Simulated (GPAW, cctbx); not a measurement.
# Reading charge transfer from structure factors

Ca2MnS4, I4/mmm (no. 139), a = 4.6503 Å, b = 4.6503 Å, c = 13.9667 Å, α = 90.00°, β = 90.00°, γ = 90.00°.

| atom | mult. | x | y | z |
| --- | --- | --- | --- | --- |
| Mn1 | 2 | 0 | 0 | 0 |
| Ca1 | 4 | 1/2 | 1/2 | 0.1350 |
| S1 | 4 | 1/2 | 1/2 | 0.3307 |
| S2 | 4 | 0 | 1/2 | 0 |

The cell comes from substitution in a known structure type and wasn't matched to any measured phase.

Absolute values of the static structure factors of the conventional cell from DFT (PBE, GPAW) against free spherical atoms, in electrons:

| hkl | d (Å) | free atoms | crystal |
| --- | --- | --- | --- |
| 002 | 6.983 | 66.37 | 66.60 |
| 101 | 4.412 | 26.23 | 26.56 |
| 004 | 3.492 | 8.80 | 9.17 |
| 103 | 3.290 | 43.13 | 42.53 |
| 110 | 3.288 | 104.05 | 104.42 |
| 112 | 2.975 | 41.06 | 41.99 |
| 105 | 2.395 | 87.70 | 87.93 |
| 114 | 2.394 | 80.06 | 80.50 |
| 006 | 2.328 | 143.03 | 142.99 |
| 200 | 2.325 | 178.35 | 178.88 |

**Question.** Which way does charge move, and which reflections show it best?

Project each element's phase sum on the total phase. |F| rises if density moves to atoms that scatter in phase and falls if it moves to atoms that scatter against it; the rule is for low angles, since changes of shape take over beyond. Where all elements are in phase the terms compete, and the compactness of the donor's and the acceptor's density matters too.

| hkl | Mn in phase | Ca in phase | S in phase | change (e) | (%) |
| --- | --- | --- | --- | --- | --- |
| 002 | +2.0 | -0.5 | +1.9 | +0.23 | +0.3 |
| 101 | +2.0 | -2.6 | +1.9 | +0.33 | +1.3 |
| 004 | +2.0 | -3.9 | +2.2 | +0.37 | +4.2 |
| 103 | +2.0 | +3.3 | -4.0 | -0.60 | -1.4 |
| 110 | +2.0 | +4.0 | 0.0 | +0.37 | +0.4 |
| 112 | -2.0 | +0.5 | +6.1 | +0.93 | +2.3 |
| 105 | +2.0 | +1.8 | +2.3 | +0.22 | +0.3 |
| 114 | -2.0 | +3.9 | +5.8 | +0.44 | +0.6 |

Low-angle reflections that set elements apart and change by more than 0.05 e: 002, 101, 004, 103, 110, 112, 105 and 114. The signs fit a gain of density on S and a loss on Mn and Ca, apart from 110 and 105. The best witness is 004, +4.2 %, where S enters with +2.2. The real-space density agrees: Voronoi charges Mn +0.15, Ca +0.28, S -0.18 e. The shortest bond, Mn–S, has Δρ = +0.07 e/Å³ at its midpoint. Limits: a ferromagnetic start is the only order tried, and the real ground state may be antiferromagnetic or insulating; no Hubbard U on Mn.
